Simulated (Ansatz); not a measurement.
## K on Fe(110): change of the work function: cost of one run

Ansatz 0.2.0; plane-wave DFT, PBE, Ansatz PAW. The cell holds 4 atoms.

File input.yaml:

```yaml
crystal:
  lattice:
    - [2.029396462, -1.435, 0.0]
    - [2.029396462, 1.435, 0.0]
    - [0.0, 0.0, 24.088189386]
  atoms:
    - { symbol: Fe, position: [0.0, 0.0, 0.3736270857], spin: 2.5 }
    - { symbol: Fe, position: [0.5, 0.5, 0.4578756952], spin: 2.5 }
    - { symbol: Fe, position: [0.0, 0.0, 0.5421243048], spin: 2.5 }
    - { symbol: Fe, position: [0.5, 0.5, 0.6263729143], spin: 2.5 }
magnetization:
  spin_polarized: true
kpoints:
  mp_grid: { grid: [13, 13, 1] }
hamiltonian:
  xc: pbe
scf:
  occupations: { method: fermi_dirac, width: 0.1 }
  convergence: { dr2_threshold: 1.0e-08 }
efield:
  axis: 3
  dipole_correction: true
  ramp_position: 0.97
  ramp_width: 0.06
relax:
  f_tol: 0.02
  max_steps: 60
  constraints: [{ sites: [0, 1] }]
output:
  write_potential: true
  write_density: true
  volumetric_format: npy
```

Run with:

```sh
$ ansatz run input.yaml --threads 4 --pin off --max-ram 12288MiB --backend cpu --events-out ev --progress --plain --runs-dir out
```

The cutoff in use is 420 eV. For reference, a run of the same kind (17 atoms, 16 k-points, 184 bands, 12,451 plane waves and two spins; 61 SCF cycles) took 13 min and 4.7 GiB on the same hardware.

**Question.** How long does this run take on 4 threads of Arm Neoverse V2, shared host, and how much memory does it need?

A cutoff of 420 eV is a sphere of radius 10.5 Å⁻¹, so a cell of 140 Å³ holds about V·G³/6π² = 2,742 plane waves. Symmetry cuts the 13×13×1 mesh from 169 to 49 points. The run has 49 k-points, 45 bands, 2,715 plane waves and two spins. Taking the work of a cycle as k-points × spins × bands × plane waves, that is 0.16 times the reference, or 2.2 min at the reference's 61 cycles. The run needed 42 SCF cycles over 3 ionic steps, which makes it about 89 s. One copy of the wavefunctions takes 0.18 GiB at 16 bytes a coefficient, against 1.1 GiB in the reference; grids, projectors and work arrays come on top. Measured: about 67 s, with a peak of 0.84 GiB. The run was quicker than this simple count says.

[Logs are printed without paths, hosts, clocks, repeated set-up lines and the standing remarks that a program may print on its own settings, such as how far it seeks lower states.]

[Hosts, paths, dates, database ids (printed as entryN), source tags and the programs' standing remarks are cut or masked in the printed files.]

[Maps of the electrostatic potential energy from Ansatz leave out the sawtooth potential of an applied field or a dipole correction, so their vacuum need not be flat; planar profiles and work functions include it.]
